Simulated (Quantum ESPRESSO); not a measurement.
# Magnetic state of SrFe2As2 from several starts, part 2 of 2

Aim: find out which collinear order of SrFe2As2 costs least.

Quantum ESPRESSO 7.5; LDA; plane waves with GBRV 1.5 LDA potentials, no spin-orbit coupling.

So far, absolute magnetization (μB): step 2 (run 1 (ferro ++)) 0.975.

## 3. Start 2: antiferro +−

File pw.in:

```
&CONTROL
  calculation = 'scf'
  prefix = 'pwscf'
  outdir = './tmp'
  pseudo_dir = './pseudo'
  disk_io = 'nowf'
/
&SYSTEM
  ibrav = 0
  celldm(1) = 8
  nat = 5
  ntyp = 4
  ecutwfc = 40
  ecutrho = 280
  nbnd = 36
  occupations = 'smearing'
  smearing = 'fd'
  degauss = 0.00734986
  nspin = 2
  starting_magnetization(1) = 0
  starting_magnetization(2) = 0.175
  starting_magnetization(3) = -0.175
  starting_magnetization(4) = 0
/
&ELECTRONS
  conv_thr = 1d-08
  electron_maxstep = 150
  mixing_beta = 0.3
/
ATOMIC_SPECIES
Sr     87.6200 sr_lda_v1.uspp.F.UPF
Fe1    55.8450 fe_lda_v1.5.uspp.F.UPF
Fe2    55.8450 fe_lda_v1.5.uspp.F.UPF
As     74.9216 as_lda_v1.uspp.F.UPF
CELL_PARAMETERS alat
  -0.4634907644293    0.4634907644293    1.4603331059577
   0.4634907644293   -0.4634907644293    1.4603331059577
   0.4634907644293    0.4634907644293   -1.4603331059577
ATOMIC_POSITIONS crystal
Sr      0.0000000000    0.0000000000    0.0000000000
Fe1     0.2500000000    0.7500000000    0.5000000000
Fe2     0.7500000000    0.2500000000    0.5000000000
As      0.3600000000    0.3600000000    0.0000000000
As      0.6400000000    0.6400000000    0.0000000000
K_POINTS automatic
10 10 10 0 0 0
```

On the command line:

```console
OMP_NUM_THREADS=1 mpirun -n 4 pw.x -nk 4 -in pw.in > pw.out
```

Output:

```text
[banner, memory and clock lines left out]
Program PWSCF v.7.5 starts

     Message from routine setup:
     using ibrav=0 with symmetry is DISCOURAGED, use correct ibrav instead

     bravais-lattice index     =            0
     lattice parameter (alat)  =       8.0000  a.u.
     unit-cell volume          =     642.4866 (a.u.)^3
     number of atoms/cell      =            5
     number of atomic types    =            4
     number of electrons       =        52.00
     number of Kohn-Sham states=           36
     kinetic-energy cutoff     =      40.0000  Ry
     charge density cutoff     =     280.0000  Ry
     scf convergence threshold =      1.0E-08
     mixing beta               =       0.3000
     number of iterations used =            8  plain     mixing
     Exchange-correlation= SLA  PZ   NOGX NOGC
                           (   1   1   0   0   0   0   0)

     celldm(1)=   8.000000  celldm(2)=   0.000000  celldm(3)=   0.000000
     celldm(4)=   0.000000  celldm(5)=   0.000000  celldm(6)=   0.000000

     crystal axes: (cart. coord. in units of alat)
               a(1) = (  -0.463491   0.463491   1.460333 )
               a(2) = (   0.463491  -0.463491   1.460333 )
               a(3) = (   0.463491   0.463491  -1.460333 )

     reciprocal axes: (cart. coord. in units 2 pi/alat)
               b(1) = ( -0.000000  1.078770  0.342388 )
               b(2) = (  1.078770 -0.000000  0.342388 )
               b(3) = (  1.078770  1.078770  0.000000 )

     PseudoPot. # 1 for Sr read from file:
     sr_lda_v1.uspp.F.UPF
     Pseudo is Ultrasoft + core correction, Zval = 10.0

     PseudoPot. # 2 for Fe read from file:
     fe_lda_v1.5.uspp.F.UPF
     Pseudo is Ultrasoft + core correction, Zval = 16.0

     PseudoPot. # 3 for Fe read from file:
     fe_lda_v1.5.uspp.F.UPF
     Pseudo is Ultrasoft + core correction, Zval = 16.0

     PseudoPot. # 4 for As read from file:
     as_lda_v1.uspp.F.UPF
     Pseudo is Ultrasoft + core correction, Zval =  5.0

     atomic species   valence    mass     pseudopotential
     Sr               10.00    87.62000     Sr( 1.00)
     Fe1              16.00    55.84500     Fe( 1.00)
     Fe2              16.00    55.84500     Fe( 1.00)
     As                5.00    74.92160     As( 1.00)

     Starting magnetic structure
     atomic species   magnetization
     Sr              0.000
     Fe1             0.175
     Fe2            -0.175
     As              0.000

      8 Sym. Ops. (no inversion) found

   Cartesian axes

     site n.     atom                  positions (alat units)
         1        Sr     tau(   1) = (   0.0000000   0.0000000   0.0000000  )
         2        Fe1    tau(   2) = (   0.4634908   0.0000000   0.7301666  )
         3        Fe2    tau(   3) = (   0.0000000   0.4634908   0.7301666  )
         4        As     tau(   4) = (   0.0000000  -0.0000000   1.0514398  )
         5        As     tau(   5) = (  -0.0000000  -0.0000000   1.8692264  )

     number of k points=   102  Fermi-Dirac smearing, width (Ry)=  0.0073

     Number of k-points >= 100: set verbosity='high' to print them.

     Dense  grid:    50887 G-vectors     FFT dimensions: (  72,  72,  72)

     Smooth grid:    22011 G-vectors     FFT dimensions: (  54,  54,  54)

     Check: negative core charge=   -0.000016
     Generating pointlists ...
     new r_m :   0.3187 (alat units)  2.5494 (a.u.) for type    1
     new r_m :   0.2326 (alat units)  1.8610 (a.u.) for type    2
     new r_m :   0.2326 (alat units)  1.8610 (a.u.) for type    3
     new r_m :   0.2326 (alat units)  1.8610 (a.u.) for type    4

     Initial potential from superposition of free atoms

     starting charge      49.9725, renormalised to      52.0000

     negative rho (up, down):  3.310E-02 3.310E-02
     Starting wfcs are   47 randomized atomic wfcs

     Self-consistent Calculation

     iteration #  1     ecut=    40.00 Ry     beta= 0.30
     Davidson diagonalization with overlap
     ethr =  1.00E-02,  avg # of iterations =  2.5

     negative rho (up, down):  3.234E-02 3.234E-02

     total energy              =    -650.51047055 Ry
     estimated scf accuracy    <       1.37571689 Ry

     total magnetization       =     0.00 Bohr mag/cell
     absolute magnetization    =     3.84 Bohr mag/cell

     iteration #  2     ecut=    40.00 Ry     beta= 0.30
     Davidson diagonalization with overlap
     ethr =  2.65E-03,  avg # of iterations =  2.0

     negative rho (up, down):  3.223E-02 3.223E-02

     total energy              =    -650.49835986 Ry
     estimated scf accuracy    <       0.77509785 Ry

     total magnetization       =     0.00 Bohr mag/cell
     absolute magnetization    =     4.72 Bohr mag/cell

     [... further iterations left out ...]

     iteration # 17     ecut=    40.00 Ry     beta= 0.30
     Davidson diagonalization with overlap
     ethr =  2.21E-11,  avg # of iterations =  1.5

     negative rho (up, down):  3.281E-02 3.281E-02

     total energy              =    -650.64224910 Ry
     estimated scf accuracy    <       0.00000009 Ry

     total magnetization       =     0.00 Bohr mag/cell
     absolute magnetization    =     3.35 Bohr mag/cell

     iteration # 18     ecut=    40.00 Ry     beta= 0.30
     Davidson diagonalization with overlap
     ethr =  2.21E-11,  avg # of iterations =  1.5

     negative rho (up, down):  3.281E-02 3.281E-02

     Magnetic moment per site  (integrated on atomic sphere of radius R)
     atom   1 (R=0.319)  charge=  8.2552  magn= -0.0000
     atom   2 (R=0.233)  charge= 14.2527  magn=  1.5014
     atom   3 (R=0.233)  charge= 14.2526  magn= -1.5012
     atom   4 (R=0.233)  charge=  2.6078  magn= -0.0000
     atom   5 (R=0.233)  charge=  2.6078  magn= -0.0000

     End of self-consistent calculation

     Number of k-points >= 100: set verbosity='high' to print the bands.

     the Fermi energy is    10.6942 ev

!    total energy              =    -650.64224910 Ry
     estimated scf accuracy    <          8.8E-10 Ry
     smearing contrib. (-TS)   =      -0.01185449 Ry
     internal energy E=F+TS    =    -650.63039461 Ry

     The total energy is F=E-TS. E is the sum of the following terms:
     one-electron contribution =    -459.29283604 Ry
     hartree contribution      =     250.19663280 Ry
     xc contribution           =    -138.23804684 Ry
     ewald contribution        =    -303.29614453 Ry

     total magnetization       =     0.00 Bohr mag/cell
     absolute magnetization    =     3.35 Bohr mag/cell

     convergence has been achieved in  18 iterations
```

It took 6 min on 4 MPI ranks of Arm Neoverse V2, shared host; peak memory 0.89 GiB; 24 min of CPU time.

Spin moment in the atom's sphere by atom:

```
atom  spin moment in the atom's sphere (μB)
 Sr1                                   0.00
 Fe2                                   1.50
 Fe3                                  -1.50
 As4                                   0.00
 As5                                   0.00
```

This step gave:

```
smearing term TS       : 0.1613 eV
magnetization          : 0 μB
absolute magnetization : 3.352 μB
final state            : antiferromagnetic
```

Spin density in the ac plane of the conventional cell at fractional y = 0.000, with atoms of Sr and Fe and As within 0.2 Å of it.

Ten even steps from '0' (-2.5 e/Å³) to '9' (2.5 e/Å³), each cell a mean:
```
44444444444444
44444444444444
44444444444444
44444444444444
44444444444444
44444310244444
44444421344444
44444444444444
44444444444444
44444444444444
44444444444444
44444444444444
44444444444444
44444444444444
44444444444444
44444444444444
44445555554444
44455689755444
44455578655544
44445555555444
44444444444444
44444444444444
44444444444444
44444444444444
```
Columns run along a (3.9 Å), rows up along c (12.4 Å), edges of the conventional cell, whose origin can differ from the input's. Atoms in or near the plane, at fractional coordinates: Sr at (0.00, 0.00), Fe at (0.50, 0.25), Fe at (0.50, 0.75), As at (0.00, 0.36), As at (0.00, 0.64).

Valence density in the ac plane of the conventional cell at fractional y = 0.000, with atoms of Sr and Fe and As within 0.2 Å of it. It is the smooth field of the valence electrons, not physical close to the nuclei.

Ten steps, logarithmic in the rise over the least value, from '0' (0 e/Å³) to '9' (20 e/Å³), each cell a mean:
```
45532222223455
44322222222334
22222222222222
22222233222222
22223456533222
22234799963322
33334699853333
33333344433333
53333322233334
33332222223333
33322222222233
22222222222222
22222222222222
33332222222333
33333222223333
53333333333334
33333456543333
33334799963333
22234699853222
22223344432222
22222222222222
32222222222223
55432222222345
05543222223454
```
Columns run along a (3.9 Å), rows up along c (12.4 Å), edges of the conventional cell, whose origin can differ from the input's. Atoms in or near the plane, at fractional coordinates: Sr at (0.00, 0.00), Fe at (0.50, 0.25), Fe at (0.50, 0.75), As at (0.00, 0.36), As at (0.00, 0.64).

## 4. Run 3, typed as antiferro q=(0,0,1/2) +−−+

This order needs a doubled cell of 10 atoms. The wavevector q is in fractions of the reciprocal vectors of the crystal's primitive cell, as the cells of these inputs are built from it; moments change sign between cells as cos(2π q·R).

File pw.in:

```
&CONTROL
  calculation = 'scf'
  prefix = 'pwscf'
  outdir = './tmp'
  pseudo_dir = './pseudo'
  disk_io = 'nowf'
/
&SYSTEM
  ibrav = 0
  celldm(1) = 8
  nat = 10
  ntyp = 4
  ecutwfc = 40
  ecutrho = 280
  nbnd = 67
  occupations = 'smearing'
  smearing = 'fd'
  degauss = 0.00734986
  nspin = 2
  starting_magnetization(1) = 0
  starting_magnetization(2) = 0.175
  starting_magnetization(3) = -0.175
  starting_magnetization(4) = 0
/
&ELECTRONS
  conv_thr = 2d-08
  electron_maxstep = 150
  mixing_beta = 0.3
/
ATOMIC_SPECIES
Sr     87.6200 sr_lda_v1.uspp.F.UPF
Fe1    55.8450 fe_lda_v1.5.uspp.F.UPF
Fe2    55.8450 fe_lda_v1.5.uspp.F.UPF
As     74.9216 as_lda_v1.uspp.F.UPF
CELL_PARAMETERS alat
  -0.4634907644293    0.4634907644293    1.4603331059577
   0.4634907644293   -0.4634907644293    1.4603331059577
   0.9269815288586    0.9269815288586   -2.9206662119154
ATOMIC_POSITIONS crystal
Sr      0.0000000000    0.0000000000    0.0000000000
Sr      0.0000000000    0.0000000000    0.5000000000
Fe1     0.2500000000    0.7500000000    0.2500000000
Fe2     0.2500000000    0.7500000000    0.7500000000
Fe2     0.7500000000    0.2500000000    0.2500000000
Fe1     0.7500000000    0.2500000000    0.7500000000
As      0.3600000000    0.3600000000    0.0000000000
As      0.3600000000    0.3600000000    0.5000000000
As      0.6400000000    0.6400000000    0.0000000000
As      0.6400000000    0.6400000000    0.5000000000
K_POINTS automatic
10 10 5 0 0 0
```

Output:

```text
     [... lines left out ...]
Program PWSCF v.7.5 starts
     [... lines left out ...]
     number of atoms/cell      =           10
     [... lines left out ...]
     number of electrons       =       104.00
     number of Kohn-Sham states=           67
     kinetic-energy cutoff     =      40.0000  Ry
     charge density cutoff     =     280.0000  Ry
     scf convergence threshold =      2.0E-08
     [... lines left out ...]
      8 Sym. Ops., with inversion, found ( 4 have fractional translation)
     [... lines left out ...]
     number of k points=    93  Fermi-Dirac smearing, width (Ry)=  0.0073
     [... lines left out ...]
     iteration # 18     ecut=    40.00 Ry     beta= 0.30
     [... lines left out ...]
     Magnetic moment per site  (integrated on atomic sphere of radius R)
     atom   1 (R=0.319)  charge=  8.2581  magn=  0.0000
     atom   2 (R=0.319)  charge=  8.2581  magn=  0.0000
     atom   3 (R=0.233)  charge= 14.2448  magn=  1.7389
     atom   4 (R=0.233)  charge= 14.2448  magn= -1.7390
     atom   5 (R=0.233)  charge= 14.2448  magn= -1.7390
     atom   6 (R=0.233)  charge= 14.2448  magn=  1.7389
     atom   7 (R=0.233)  charge=  2.6103  magn=  0.0000
     atom   8 (R=0.233)  charge=  2.6103  magn=  0.0000
     atom   9 (R=0.233)  charge=  2.6103  magn=  0.0000
     atom  10 (R=0.233)  charge=  2.6103  magn=  0.0000
     [... lines left out ...]
     the Fermi energy is    10.6700 ev
!    total energy              =   -1301.29760938 Ry
     estimated scf accuracy    <          3.0E-09 Ry
     smearing contrib. (-TS)   =      -0.01374702 Ry
     [... lines left out ...]
     total magnetization       =    -0.00 Bohr mag/cell
     absolute magnetization    =     7.79 Bohr mag/cell
     convergence has been achieved in  18 iterations
```

Elapsed: 22 min, on 4 MPI ranks; peak memory 2.1 GiB; 89 min of CPU time.

Spin moment in the atom's sphere by atom:

```
atom  spin moment in the atom's sphere (μB)
 Sr1                                   0.00
 Sr2                                   0.00
 Fe3                                   1.74
 Fe4                                  -1.74
 Fe5                                  -1.74
 Fe6                                   1.74
 As7                                   0.00
 As8                                   0.00
 As9                                   0.00
As10                                   0.00
```

This step gave:

```
smearing term TS       : 0.1870 eV
magnetization          : 0 μB
absolute magnetization : 7.794 μB
final state            : antiferromagnetic
```

## 5. Run 4 (no spin polarisation)

File pw.in:

```
&CONTROL
  calculation = 'scf'
  prefix = 'pwscf'
  outdir = './tmp'
  pseudo_dir = './pseudo'
  disk_io = 'nowf'
/
&SYSTEM
  ibrav = 0
  celldm(1) = 8
  nat = 5
  ntyp = 3
  ecutwfc = 40
  ecutrho = 280
  nbnd = 36
  occupations = 'smearing'
  smearing = 'fd'
  degauss = 0.00734986
/
&ELECTRONS
  conv_thr = 1d-08
  electron_maxstep = 150
  mixing_beta = 0.3
/
ATOMIC_SPECIES
Sr     87.6200 sr_lda_v1.uspp.F.UPF
Fe     55.8450 fe_lda_v1.5.uspp.F.UPF
As     74.9216 as_lda_v1.uspp.F.UPF
CELL_PARAMETERS alat
  -0.4634907644293    0.4634907644293    1.4603331059577
   0.4634907644293   -0.4634907644293    1.4603331059577
   0.4634907644293    0.4634907644293   -1.4603331059577
ATOMIC_POSITIONS crystal
Sr      0.0000000000    0.0000000000    0.0000000000
Fe      0.2500000000    0.7500000000    0.5000000000
Fe      0.7500000000    0.2500000000    0.5000000000
As      0.3600000000    0.3600000000    0.0000000000
As      0.6400000000    0.6400000000    0.0000000000
K_POINTS automatic
10 10 10 0 0 0
```

Output:

```text
     [... lines left out ...]
Program PWSCF v.7.5 starts
     [... lines left out ...]
     number of atoms/cell      =            5
     [... lines left out ...]
     number of electrons       =        52.00
     number of Kohn-Sham states=           36
     kinetic-energy cutoff     =      40.0000  Ry
     charge density cutoff     =     280.0000  Ry
     scf convergence threshold =      1.0E-08
     [... lines left out ...]
     16 Sym. Ops., with inversion, found
     [... lines left out ...]
     number of k points=   102  Fermi-Dirac smearing, width (Ry)=  0.0073
     [... lines left out ...]
     iteration # 13     ecut=    40.00 Ry     beta= 0.30
     [... lines left out ...]
     the Fermi energy is    10.5903 ev
!    total energy              =    -650.63733668 Ry
     estimated scf accuracy    <          3.9E-09 Ry
     smearing contrib. (-TS)   =      -0.01231527 Ry
     [... lines left out ...]
     convergence has been achieved in  13 iterations
```

It took 2.3 min on 4 MPI ranks; peak memory 0.63 GiB; 9.2 min of CPU time.

Numbers from this step:

* smearing term TS: 0.1676 eV
* final state: non-magnetic (no spin polarisation)

## 6. The states side by side

An order is kept where moments of 0.15 μB or more survive with the typed signs; meshes match where a doubled cell samples the same k points as the first cell.

Orders:

```
                     start        final state  typed order kept  energy over the lowest (meV a seeded atom)  largest site moment (μB)  net moment (μB a cell of the first run)  mesh matched  CPU time (s)
                  ferro ++      ferromagnetic               yes                                       76.09                    0.4297                                   0.8244           yes          2551
              antiferro +-  antiferromagnetic               yes                                        44.6                     1.501                                        0           yes          1434
antiferro q=(0,0,1/2) +--+  antiferromagnetic               yes                                           0                     1.739                                        0           yes          5366
      no spin polarisation       non-magnetic                 -                                       78.02                         0                                        0           yes         554.5
```

## 7. What came out

```yaml
lowest_state_found: antiferromagnetic (from antiferro q=(0,0,1/2) +--+)
largest_site_moment: 1.74 μB
next_state_with_moments: antiferromagnetic, 44.6 meV a seeded atom higher
state_without_moments: 78.0 meV a seeded atom higher
```

**Reading.** The smearing terms TS of the orders run from 47 to 82 meV a seeded atom, so the differences would change at a smaller width: an order with a larger TS is lowered more by the smearing. This is the lowest of 4 collinear or spinless starts, no proof of the ground state. Energies are free energies at an electronic temperature of 1160 K, which lowers moments and differences where the moments are itinerant.

[Logs and program files are shortened in this print: banners, set-up blocks, solver, clock and traceback lines can be left out without a mark of their own.]

[Logs are printed without paths, hosts, clocks, repeated set-up lines and the standing remarks that a program may print on its own settings, such as how far it seeks lower states.]

[Hosts, paths, dates, database ids (printed as entryN), source tags and the programs' standing remarks are cut or masked in the printed files.]

[Where a cell is said to come from a database of computed structures, the database is the Materials Project.]
